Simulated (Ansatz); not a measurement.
**TiO2 (P4_2/mnm): how ε∞ follows the gap**

The empty bands of TiO2 (P4_2/mnm) are shifted up rigidly by Δ, and ε∞ along x is computed for each shift. x, y and z are the Cartesian axes of the input cell.

It takes space group P4_2/mnm (No. 136, tetragonal). The conventional cell has a = 4.592 Å, b = 4.592 Å, c = 2.957 Å, α = 90.00°, β = 90.00°, γ = 90.00°. Ti on site a is surrounded by 6 O at 1.95 to 1.98 Å. Around O on site f lie 3 Ti at 1.95 to 1.98 Å.

Method: Ansatz 0.2.0, PBE, independent particles, k-mesh 6×6×8 with interpolation inside its cells, Gaussian parameter 0.1 eV.

Launch of the response step: `ansatz run input.yaml --threads 4 --pin off --max-ram 8192MiB --backend cpu --events-out ev --progress --plain --runs-dir out`. The series took 2.2 min in all, on 4 threads of Intel(R) Xeon(R) Platinum 8488C (Sapphire Rapids), on a shared host.

```tsv
Δ (eV)	ε∞ along x
0.00	7.533
0.40	7.045
0.80	6.638
1.20	6.291
1.60	5.990
2.00	?
```

With one effective transition at E₀ and fixed dipole strength, ε∞ − 1 = A/(E₀ + Δ), so 1/(ε∞ − 1) is linear in Δ.

Working, on the rows shown:

| x = Δ (eV) | y = 1/(ε∞ − 1) |
| --- | --- |
| 0 | 0.153069 |
| 0.4 | 0.165426 |
| 0.8 | 0.177368 |
| 1.2 | 0.189 |
| 1.6 | 0.200401 |

Means: x̄ = 0.8, ȳ = 0.17705. Σ(x − x̄)(y − ȳ) = 0.0473, Σ(x − x̄)² = 1.6. Slope = 0.0473 / 1.6 = 0.02956; intercept = ȳ − slope · x̄ = 0.15341. Turned back into ε∞ along x, the line misses the rows shown by at most 0.014.

**Question.** Predict the last column of the withheld row from the fit.

**Answer.** At x = 2 the line gives y = 0.21252, that is 5.705. The run gave 5.728, so the extrapolation is off by 0.023, 1.3 % of the range in the table.

Refitted with all rows, the slope is 0.0292 and the intercept 0.1536. These give E₀ = intercept/slope = 5.3 eV, far above the least direct gap of 1.90 eV: most of the screening comes from transitions well over the edge. Over the first step ε∞ falls by 16 % per eV. The measured fundamental gap is 3.05 eV (arxiv:2112.05953 (2021)), against 1.90 eV for the same gap here, so it asks for Δ = 1.15 eV, where the line gives ε∞ = 6.34. Excitons are left out and so are local fields; PBE gaps are as a rule too small.

[Logs are printed without paths, hosts, clocks, repeated set-up lines and the standing remarks that a program may print on its own settings, such as how far it seeks lower states.]
